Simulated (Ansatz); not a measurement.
## Be2BiSb2: relaxing a made-up structure

Starting from a made-up structure for Be2BiSb2, the aim is the relaxed cell, its shortest contacts and, where a second run follows, its electronic structure.

Main program and level: Ansatz 0.2.0; DFT, PBE, plane-wave PAW, files of the set soft_1, scalar-relativistic, no spin, cell and ions relaxed at zero pressure; PAW set soft_1.

## Step 1: Set-up

It takes space group I4/mmm (No. 139, tetragonal). Conventional cell: a = 4.285 Å, b = 4.285 Å, c = 10.648 Å, α = 90.00°, β = 90.00°, γ = 90.00°. Nearest to Bi lie 8 Sb at 3.36 Å and 8 Be at 3.42 Å. Sb has 4 Be at 2.47 Å and 1 Sb at 2.88 Å and 4 Bi at 3.36 Å nearest. Nearest to Be lie 4 Sb at 2.47 Å. Farther neighbours are not listed.

## Step 2: Relaxing cell and atoms

The guessed cell has no reason to be at equilibrium. It is relaxed with the atoms, within the space group of the guess.

The input, input.yaml:

```yaml
crystal:
  lattice:
    - [-2.1425, 2.1425, 5.324]
    - [2.1425, -2.1425, 5.324]
    - [2.1425, 2.1425, -5.324]
  atoms:
    - { symbol: Bi, position: [0.0, 0.0, 0.0] }
    - { symbol: Sb, position: [0.6353, 0.6353, 0.0] }
    - { symbol: Sb, position: [0.3647, 0.3647, 0.0] }
    - { symbol: Be, position: [0.75, 0.25, 0.5] }
    - { symbol: Be, position: [0.25, 0.75, 0.5] }
kpoints:
  mp_grid: { grid: [9, 9, 9] }
scf:
  occupations: { method: fermi_dirac, width: 0.05 }
hamiltonian:
  xc: pbe
  pseudopotentials: { kind: paw, azcp: { folder: soft_1 } }
relax:
  f_tol: 0.015
  max_steps: 70
  cell: {}
output:
  forces: true
  stress: true
```

Launch:

```bash
$ ansatz run input.yaml --threads 4 --pin off --max-ram 8192MiB --backend cpu --events-out ev --progress --plain --runs-dir out
```

Numbers of over 12 decimals in the logs are rounded to 6 here.

The log of the run:

```text
basis.fft_grid_basis auto: the FFT boxes are laid along the combinations [[1, 0, 1], [0, 1, 1], [0, 0, 1]] of the cell's own vectors, 4.285, 4.285 and 6.126 Å long. The dense box has 30×30×45 points. Along the cell's own vectors, as sized, it would have 45×45×45, 2.25 times as many. Of the 16 symmetry operations that the crystal satisfies within crystal.symmetry.tolerance (time reversal apart; of a slab, those that k [...]
Engine: ansatz 0.2.0, aarch64-unknown-linux-gnu
Pseudopotentials: kind: paw
Pseudopotential: Bi, paw, valence charge 15, recommended cutoff 420 eV (normal), soft_1/Bi.paw.azcp
Pseudopotential: Sb, paw, valence charge 15, recommended cutoff 420 eV (normal), soft_1/Sb.paw.azcp
Pseudopotential: Be, paw, valence charge 2, recommended cutoff 420 eV (normal), soft_1/Be.paw.azcp
Functional definition: PBE
  parameter kappa = 0.804
  parameter beta = 0.066725
  exchange = pbe_x(kappa = kappa, mu = beta*pi^2/3)
  correlation = pbe_c(beta = beta)
Crystal: 5 atoms, lattice volume = 97.755 Å³
Basis set: ecut = 420 eV, 1897 PW (Γ), FFT grids on a1+a3, a2+a3, a3, exchange–correlation on 60×60×90 points (8 copies of the dense FFT grid, shifted against one another)
Bands: 30, of which v1, the nominal top of the filled ones, is band 25 counted from 1 (24 counted from 0)
Symmetry: 16 space group operations
Space group: I4/mmm (ITA 139), of the structure as read, at distance tolerance 4.6e-5 Å
k-points: 75 of 729
Non-local potential: Bi, projectors of the file, l = 0: 2, l = 1: 2, l = 2: 2, l = 3: 1
Non-local potential: Sb, projectors of the file, l = 0: 2, l = 1: 2, l = 2: 2, l = 3: 1
Non-local potential: Be, projectors of the file, l = 0: 2, l = 1: 2, l = 2: 1
PAW form: soft (Blöchl's): semilocal exchange-correlation on the pseudo side does not see the compensation charge
PAW one-centre angular grid: Bi, 590 points (default); XC on 64 Gauss nodes
PAW one-centre angular grid: Sb, 590 points (default); XC on 64 Gauss nodes
PAW one-centre angular grid: Be, 110 points (default); XC on 64 Gauss nodes
Initial density: superposition of atomic densities (chi_scale 0.1, normalization cell, long waves kept (reshape's long-wave potential 0.01 eV rms))
Initial wavefunctions: pseudopotential atomic-orbital guess
Functional: x = pbe(κ = 0.804, μ = 0.219515), c = pbe(β = 0.066725)
SCF iter   1: F=—  HF=-25551.555960 eV  |F-HF|=—  |Δ(HF+E_count)|=         —  Δρ=2.98e-2  dr2=3.44e0  ethr=3.10e-3  ⟨swp⟩=7.7  Hψ=10871  notcnv=0
preconditioner: auto → Kerker (q_TF=auto, 2.432 Å⁻¹)  [metal: Δε(μ)=0.004 eV  Ē_g=7.821 eV  σ=0.050 eV  W_gap=0.02  n_scr=32 (ndim 8)  ℏωp=16.4 eV  f_vac=0.000  D(μ)=2.86/eV (n_scr^D=22)]
SCF iter   2: F=—  HF=-25551.046713 eV  |F-HF|=—  |Δ(HF+E_count)|=   5.09e-1  Δρ=1.72e-2  dr2=1.15e0  ethr=3.10e-3  ⟨swp⟩=2.0  Hψ=3204  notcnv=0  defer=4
SCF iter   3: F=—  HF=-25550.816852 eV  |F-HF|=—  |Δ(HF+E_count)|=   2.30e-1  Δρ=2.82e-3  dr2=7.30e-3  ethr=2.35e-3  ⟨swp⟩=2.8  Hψ=3224  notcnv=0  defer=4
SCF iter   4: F=—  HF=-25550.817986 eV  |F-HF|=—  |Δ(HF+E_count)|=   1.13e-3  Δρ=7.73e-4  dr2=1.01e-3  ethr=1.49e-5  ⟨swp⟩=3.1  Hψ=4849  notcnv=0  defer=2
SCF iter   5: F=—  HF=-25550.817930 eV  |F-HF|=—  |Δ(HF+E_count)|=   5.53e-5  Δρ=2.55e-4  dr2=9.63e-5  ethr=2.07e-6  ⟨swp⟩=2.0  Hψ=4051  notcnv=0  defer=2
SCF iter   6: F=—  HF=-25550.817883 eV  |F-HF|=—  |Δ(HF+E_count)|=   4.72e-5  Δρ=8.44e-5  dr2=9.51e-6  ethr=1.96e-7  ⟨swp⟩=2.0  Hψ=4081  notcnv=0  defer=3
SCF iter   7: F=—  HF=-25550.817884 eV  |F-HF|=—  |Δ(HF+E_count)|=   5.14e-7  Δρ=2.52e-5  dr2=6.28e-7  ethr=1.94e-8  ⟨swp⟩=3.0  Hψ=4356  notcnv=0  defer=3
SCF iter   8: F=-25550.817884 eV  HF=-25550.817884 eV  |F-HF|=1.18e-8  |Δ(HF+E_count)|=   4.47e-8  Δρ=6.68e-6  dr2=6.27e-8  ethr=2.04e-10  ⟨swp⟩=5.0  Hψ=8793  notcnv=0
SCF 1 converged in 8 iterations: F = -25550.817884 eV  dr2 = 6.27e-8
  greatest PAW one-centre occupation: 0.996 electrons in one spin orbital (limit 2), on the Sb atom at site 2 (counted from 0), in its partial waves of l = 2
relax step   1: F+E_penalty+E_count = -25550.81788360 eV  Δ(F+E_penalty+E_count) = +0.000e0 eV  max|allowed force component| = 1.842e-1 eV/Å  Δτ_max = 0.0000 Å  P = +9.660 GPa  Ω = 97.755 Å³  (8 SCF iters, dr2 threshold 1.00e-7 eV, accepted)
Crystal: 5 atoms, lattice volume = 112.750 Å³
Basis set: ecut = 420 eV, 2211 PW (Γ), FFT grids on a1+a3, a2+a3, a3, exchange–correlation on 60×60×90 points (8 copies of the dense FFT grid, shifted against one another)
Initial density: handed on by an earlier stage of this run
Initial wavefunctions: those handed on with the density
iter 1 solved again at ethr=3.26e-4 eV; its pass at ethr=3.10e-3 eV (dr2=1.60e-1 eV) is discarded
SCF iter   1: F=—  HF=-25551.186234 eV  |F-HF|=—  |Δ(HF+E_count)|=         —  Δρ=6.68e-3  dr2=1.58e-1  ethr=3.26e-4  ⟨swp⟩=1.0  Hψ=14636  notcnv=0
preconditioner: auto → Kerker (q_TF=auto, 2.374 Å⁻¹)  [metal: Δε(μ)=0.003 eV  Ē_g=7.301 eV  σ=0.050 eV  W_gap=0.02  n_scr=32 (ndim 8)  ℏωp=15.2 eV  f_vac=0.000  D(μ)=3.59/eV (n_scr^D=32)]
SCF iter   2: F=—  HF=-25551.164024 eV  |F-HF|=—  |Δ(HF+E_count)|=   2.22e-2  Δρ=3.92e-3  dr2=5.41e-2  ethr=3.23e-4  ⟨swp⟩=2.0  Hψ=2569  notcnv=0
SCF iter   3: F=—  HF=-25551.154171 eV  |F-HF|=—  |Δ(HF+E_count)|=   9.85e-3  Δρ=6.95e-4  dr2=7.59e-4  ethr=1.10e-4  ⟨swp⟩=2.2  Hψ=3153  notcnv=0
SCF iter   4: F=—  HF=-25551.154251 eV  |F-HF|=—  |Δ(HF+E_count)|=   8.01e-5  Δρ=1.84e-4  dr2=9.09e-5  ethr=1.55e-6  ⟨swp⟩=2.2  Hψ=3054  notcnv=0
SCF iter   5: F=—  HF=-25551.154245 eV  |F-HF|=—  |Δ(HF+E_count)|=   6.15e-6  Δρ=5.86e-5  dr2=5.56e-6  ethr=1.85e-7  ⟨swp⟩=2.0  Hψ=3280  notcnv=0
SCF iter   6: F=—  HF=-25551.154245 eV  |F-HF|=—  |Δ(HF+E_count)|=   3.47e-7  Δρ=1.88e-5  dr2=5.38e-7  ethr=1.02e-9  ⟨swp⟩=5.0  Hψ=8884  notcnv=0
SCF iter   7: F=-25551.154245 eV  HF=-25551.154245 eV  |F-HF|=5.23e-9  |Δ(HF+E_count)|=   4.93e-8  Δρ=6.40e-6  dr2=7.19e-8  ethr=1.02e-9  ⟨swp⟩=4.0  Hψ=7053  notcnv=0
SCF 2 converged in 7 iterations: F = -25551.154245 eV  dr2 = 7.19e-8
  greatest PAW one-centre occupation: 0.995 electrons in one spin orbital (limit 2), on the Sb atom at site 2 (counted from 0), in its partial waves of l = 2
relax step   2: F+E_penalty+E_count = -25551.15424492 eV  Δ(F+E_penalty+E_count) = -3.364e-1 eV  max|allowed force component| = 3.389e-1 eV/Å  Δτ_max = 0.0763 Å  P = -0.601 GPa  Ω = 112.750 Å³  energy of the carried Pulay correction = -1.641e-3 eV  (7 SCF iters, dr2 threshold 5.00e-7 eV, accepted)
Crystal: 5 atoms, lattice volume = 111.887 Å³
[...]
relax step   6: F+E_penalty+E_count = -25551.17846826 eV  Δ(F+E_penalty+E_count) = -2.721e-3 eV  max|allowed force component| = 1.476e-1 eV/Å  Δτ_max = 0.0114 Å  P = +1.176 GPa  Ω = 108.596 Å³  energy of the carried Pulay correction = -1.210e-3 eV  (6 SCF iters, dr2 threshold 7.61e-8 eV, accepted)
relax step   7: F+E_penalty+E_count = -25551.18357772 eV  Δ(F+E_penalty+E_count) = -5.109e-3 eV  max|allowed force component| = 1.681e-1 eV/Å  Δτ_max = 0.0010 Å  P = +1.355 GPa  Ω = 108.245 Å³  energy of the carried Pulay correction = -1.173e-3 eV  (4 SCF iters, dr2 threshold 5.00e-7 eV, accepted)
relax step   8: F+E_penalty+E_count = -25551.18800043 eV  Δ(F+E_penalty+E_count) = -4.423e-3 eV  max|allowed force component| = 1.763e-1 eV/Å  Δτ_max = 0.0016 Å  P = +1.484 GPa  Ω = 107.991 Å³  energy of the carried Pulay correction = -1.146e-3 eV  (4 SCF iters, dr2 threshold 5.00e-7 eV, accepted)
relax step   9: F+E_penalty+E_count = -25551.24773517 eV  Δ(F+E_penalty+E_count) = -5.973e-2 eV  max|allowed force component| = 1.462e-1 eV/Å  Δτ_max = 0.0352 Å  P = +0.808 GPa  Ω = 108.960 Å³  energy of the carried Pulay correction = -1.248e-3 eV  (6 SCF iters, dr2 threshold 5.00e-7 eV, accepted)
relax step  10: F+E_penalty+E_count = -25551.21728815 eV  Δ(F+E_penalty+E_count) = +3.045e-2 eV  max|allowed force component| = 3.336e-1 eV/Å  Δτ_max = 0.0731 Å  P = -2.051 GPa  Ω = 114.652 Å³  energy of the carried Pulay correction = -1.832e-3 eV  (6 SCF iters, dr2 threshold 5.00e-7 eV, rejected (line search))
relax step  11: F+E_penalty+E_count = -25551.26373489 eV  Δ(F+E_penalty+E_count) = -1.600e-2 eV  max|allowed force component| = 8.800e-4 eV/Å  Δτ_max = 0.0279 Å  P = -0.073 GPa  Ω = 110.410 Å³  energy of the carried Pulay correction = -1.400e-3 eV  (9 SCF iters, accepted)
relax step  12: F+E_penalty+E_count = -25551.25950840 eV  Δ(F+E_penalty+E_count) = +4.226e-3 eV  max|allowed force component| = 1.755e-1 eV/Å  Δτ_max = 0.0096 Å  P = +0.423 GPa  Ω = 109.407 Å³  energy of the carried Pulay correction = -1.295e-3 eV  (5 SCF iters, dr2 threshold 5.00e-7 eV, rejected (line search))
relax step  13: F+E_penalty+E_count = -25551.26610341 eV  Δ(F+E_penalty+E_count) = -2.369e-3 eV  max|allowed force component| = 3.449e-2 eV/Å  Δτ_max = 0.0128 Å  P = +0.078 GPa  Ω = 110.068 Å³  energy of the carried Pulay correction = -1.364e-3 eV  (8 SCF iters, accepted)
relax step  14: F+E_penalty+E_count = -25551.26616775 eV  Δ(F+E_penalty+E_count) = -6.435e-5 eV  max|allowed force component| = 2.251e-2 eV/Å  Δτ_max = 0.0039 Å  P = -0.058 GPa  Ω = 110.299 Å³  energy of the carried Pulay correction = -1.388e-3 eV  (4 SCF iters, dr2 threshold 7.44e-8 eV, accepted)
relax step  15: F+E_penalty+E_count = -25551.26623991 eV  Δ(F+E_penalty+E_count) = -7.216e-5 eV  max|allowed force component| = 2.114e-4 eV/Å  Δτ_max = 0.0018 Å  P = -0.000 GPa  Ω = 110.197 Å³  energy of the carried Pulay correction = -1.378e-3 eV  (4 SCF iters, dr2 threshold 3.17e-8 eV, accepted)
relax step  16: F+E_penalty+E_count = -25551.26946687 eV  Δ(F+E_penalty+E_count) = -3.227e-3 eV  max|allowed force component| = 3.540e-5 eV/Å  Δτ_max = 0.0000 Å  P = +0.041 GPa  Ω = 110.197 Å³  stress off target by 6.03e-2 GPa  SCF on the basis re-selected at this cell (its energy is not comparable with the rows above)  (6 SCF iters)
relax step  17: F+E_penalty+E_count = -25551.26948738 eV  Δ(F+E_penalty+E_count) = -2.051e-5 eV  max|allowed force component| = 4.364e-5 eV/Å  Δτ_max = 0.0010 Å  P = +0.002 GPa  Ω = 110.264 Å³  energy of the carried Pulay correction = -6.048e-6 eV  (4 SCF iters, dr2 threshold 9.08e-9 eV, accepted)
iter 1 solved again at ethr=4.92e-7 eV; its pass at ethr=3.10e-3 eV (dr2=2.41e-4 eV) is discarded
SCF iter   1: F=—  HF=-25551.269476 eV  |F-HF|=—  |Δ(HF+E_count)|=         —  Δρ=1.32e-5  dr2=9.48e-9  ethr=4.92e-7  ⟨swp⟩=3.0  Hψ=16655  notcnv=0
eigensolver tolerance schedule: the retry pair's looser diagonalisation over-reported the residual by 25434.65 of it (diagonalisation noise at an unbounded share of the residual, at the tolerance the schedule requests for it); recorded, not acted on — ethr = c·dr2/N_el stays at c = 1.0e-1
SCF iter   2: F=—  HF=-25551.269493 eV  |F-HF|=—  |Δ(HF+E_count)|=   1.71e-5  Δρ=6.68e-6  dr2=2.97e-9  ethr=1.94e-11  ⟨swp⟩=3.4  Hψ=6107  notcnv=0
SCF iter   3: F=—  HF=-25551.269493 eV  |F-HF|=—  |Δ(HF+E_count)|=   2.56e-7  Δρ=3.32e-6  dr2=1.18e-9  ethr=6.05e-12  ⟨swp⟩=1.0  Hψ=2250  notcnv=0
SCF iter   4: F=—  HF=-25551.269493 eV  |F-HF|=—  |Δ(HF+E_count)|=   8.04e-8  Δρ=4.57e-7  dr2=1.29e-10  ethr=2.41e-12  ⟨swp⟩=2.2  Hψ=3372  notcnv=0
SCF iter   5: F=-25551.269493 eV  HF=-25551.269493 eV  |F-HF|=1.46e-11  |Δ(HF+E_count)|=   1.07e-9  Δρ=8.50e-8  dr2=1.05e-11  ethr=1.00e-12  ⟨swp⟩=4.9  Hψ=7641  notcnv=0
SCF 18 converged in 5 iterations: F = -25551.269493 eV  dr2 = 1.05e-11
relax step  18: F+E_penalty+E_count = -25551.26949334 eV  Δ(F+E_penalty+E_count) = -5.953e-6 eV  max|allowed force component| = 5.802e-5 eV/Å  Δτ_max = 0.0000 Å  P = +0.002 GPa  Ω = 110.264 Å³  stress off target by 3.88e-3 GPa  SCF on the basis re-selected at this cell (its energy is not comparable with the rows above)  (5 SCF iters)
basis re-selected at this cell: Δ(F+E_penalty+E_count) = -5.953e-6 eV, ΔP = -0.000 GPa vs the last step (what re-selecting the basis moved, of the pressure what is left beyond the Pulay correction that the steps carried, after the strain that the cell walked since its last selection, with what the two solves' SCF thresholds leave and, on support functions, any second-order correction that the steps lacked; it is no m [...]
SCF converged after 5 iterations
Free energy (F): -25551.269493 eV
Harris-Foulkes:  -25551.269493 eV  (|F-HF|=1.46e-11)
Internal energy: -25551.246523 eV  (E = F + TS)
E sigma→0 (E₀):  -25551.258008 eV
Entropy (-TS):   -0.022970 eV (-4.594 meV/atom)
Fermi energy:    10.094375 eV
--- Per-component energies (eV) ---
  E_band       = -414.341593
  E_kinetic    = 613.917873
  E_local      = -4538.566983  (includes V_loc(G=0)·N_el)
  E_nonlocal   = 1197.624730
  E_hartree    = 1838.531432
  E_xc         = -386.551283
  E_vxc        = -349.627604  (∫ρ·V_xc dr)
  E_paw        = -19870.072099  (= ΣΔE_a)
  E_vpaw       = -1014.753002  (= ΣTr[D̂ρ^β])
  E_aug_tail   = 0.000491  (compensation charges beyond the density's cutoff)
  E_ewald      = -4406.130684
  E_smearing   = -0.022970  (= −TS)
  E_closure    = -0.000000  (closes the sum)
  Σ components = -25551.269493   (vs F -25551.269493, Δ=0.00e0)
--- Forces (eV/Å), atoms counted from 1 ---
  atom   1  Bi     0.00000000     0.00000000    -0.00000000
  atom   2  Sb     0.00000000     0.00000000     0.00005802
  atom   3  Sb     0.00000000     0.00000000    -0.00005802
  atom   4  Be    -0.00000000     0.00000000     0.00000000
  atom   5  Be     0.00000000     0.00000000    -0.00000000
  max |Σ_I F_I| component: 1.73e-17 eV/Å
--- Stress (GPa, compression-positive) ---
        0.001084       0.000000       0.000000
        0.000000       0.001084       0.000000
        0.000000       0.000000       0.003884
  P = ⅓ Tr σ = 0.0020 GPa (0.020 kbar)
--- Relaxed structure (16 steps of the walk, 14 accepted, 2 SCFs on fresh bases) ---
  F+E_penalty+E_count = -25551.26949334 eV   max|allowed force component| = 5.802e-5 eV/Å   (the final SCF, on the basis selected at the relaxed cell)
  cell:  # Å, volume = 110.2641 Å³
    - [-2.350176, 2.350176, 4.990833]
    - [2.350176, -2.350176, 4.990833]
    - [2.350176, 2.350176, -4.990833]
  atoms:
    - { symbol: Bi, position: [-4.0321568398221245e-19, -4.0321568398221245e-19, 0] }
    - { symbol: Sb, position: [0.644138, 0.644138, 0] }
    - { symbol: Sb, position: [0.355862, 0.355862, 0] }
    - { symbol: Be, position: [0.75, 0.25, 0.5] }
    - { symbol: Be, position: [0.25, 0.75, 0.5] }
```

Elapsed: 86 s, on 4 threads of Arm Neoverse N1, shared host; peak memory 0.55 GiB; 5.6 min of CPU time.

The steps of the relaxation:

```
step  energy less that of the first step (eV)  largest force component (eV/Å)  pressure (GPa)  volume (Å³)
   1                                   0.0000                          0.1842            9.66        97.76
   2                                  -0.3364                          0.3389           -0.60       112.75
   3                                  -0.3546                          0.1194           -0.53       111.89
   4                                  -0.3576                          0.0028           -0.11       111.16
   5                                  -0.3579                          0.0064            0.01       110.92
   6                                  -0.3606                          0.1476            1.18       108.60
   7                                  -0.3657                          0.1681            1.35       108.24
   8                                  -0.3701                          0.1763            1.48       107.99
   9                                  -0.4299                          0.1462            0.81       108.96
  10                                  -0.3994                          0.3336           -2.05       114.65
  11                                  -0.4459                          0.0009           -0.07       110.41
  12                                  -0.4416                          0.1755            0.42       109.41
  13                                  -0.4482                          0.0345            0.08       110.07
  14                                  -0.4483                          0.0225           -0.06       110.30
  15                                  -0.4484                          0.0002            0.00       110.20
 16*                                  -0.4516                          0.0000            0.04       110.20
  17                                  -0.4516                          0.0000            0.00       110.26
 18*                                  -0.4516                          0.0001            0.00       110.26
```

Relaxation steps marked * repeat the geometry before them on a plane-wave basis chosen anew for their cell, so energy and pressure can jump there. Relaxation steps 10, 12 were tried and not accepted.

The run keeps the 16 symmetry operations that it works with, so distortions that break them were not tested.

| conventional cell, symmetrised | before | after | change |
| --- | --- | --- | --- |
| a (Å) | 4.285 | 4.700 | +9.7 % |
| b (Å) | 4.285 | 4.700 | +9.7 % |
| c (Å) | 10.648 | 9.982 | -6.3 % |
| volume (Å³/atom) | 19.55 | 22.05 | +12.8 % |

The atoms that moved most (Å, as changes of fractional coordinates times the final cell):

```
atom     dx     dy      dz  length
 Sb2  0.000  0.000   0.088   0.088
 Sb3  0.000  0.000  -0.088   0.088
```

The relaxed structure:

```xyz
5
Lattice="-2.3502 2.3502 4.9908 2.3502 -2.3502 4.9908 2.3502 2.3502 -4.9908" Properties=species:S:1:pos:R:3 pbc="T T T"
Bi    0.0000    0.0000    0.0000
Sb    0.0000    0.0000    6.4296
Sb    0.0000    0.0000    3.5521
Be    0.0000    2.3502    2.4954
Be    2.3502    0.0000    2.4954
```

This step gave:

| Item | Value |
| --- | --- |
| free energy | -25551.2695 eV |
| energy at zero smearing | -25551.2580 eV |
| smearing term TS | 0.02297 eV |
| Fermi energy | 10.09 eV |
| electrons | 49 |
| symmetry operations | 16 |
| pressure | 0.002017 GPa |

The shortest distance of each pair, which need not be the same contact before and after:

| pair | guess (Å) | relaxed (Å) |
| --- | --- | --- |
| Be–Sb | 2.466 | 2.577 |
| Sb–Sb | 2.881 | 2.877 |
| Be–Be | 3.030 | 3.324 |
| Be–Bi | 3.417 | 3.428 |
| Bi–Sb | 3.355 | 3.552 |

The relaxation ends with a largest force component of 5.8e-5 eV/Å and a pressure of 0.00 GPa.

## Step 3: Summary of results

```json
{
  "space group, relaxed": "I4/mmm",
  "conventional cell": "a = 4.700, b = 4.700, c = 9.982 Å; α = 90.0°, β = 90.0°, γ = 90.0°",
  "volume per atom": "22.05 Å³ (guess 19.55)"
}
```

What this shows: Be2BiSb2 relaxes to I4/mmm with a = 4.700, b = 4.700 and c = 9.982 Å. The guessed volume was 11 % too small. The space group I4/mmm was held in the relaxation, so the end point is a stationary structure within it and may be a saddle against distortions or other arrangements. Mesh and cutoff weren't tested. Spin-orbit coupling is left out, which can matter for elements this heavy. No dispersion term is used, so weakly bound directions may come out too long. Nothing here tests whether the compound is stable against decomposition.

[Logs are printed without paths, hosts, clocks, repeated set-up lines and the standing remarks that a program may print on its own settings, such as how far it seeks lower states.]

[Hosts, paths, dates, database ids (printed as entryN), source tags and the programs' standing remarks are cut or masked in the printed files.]
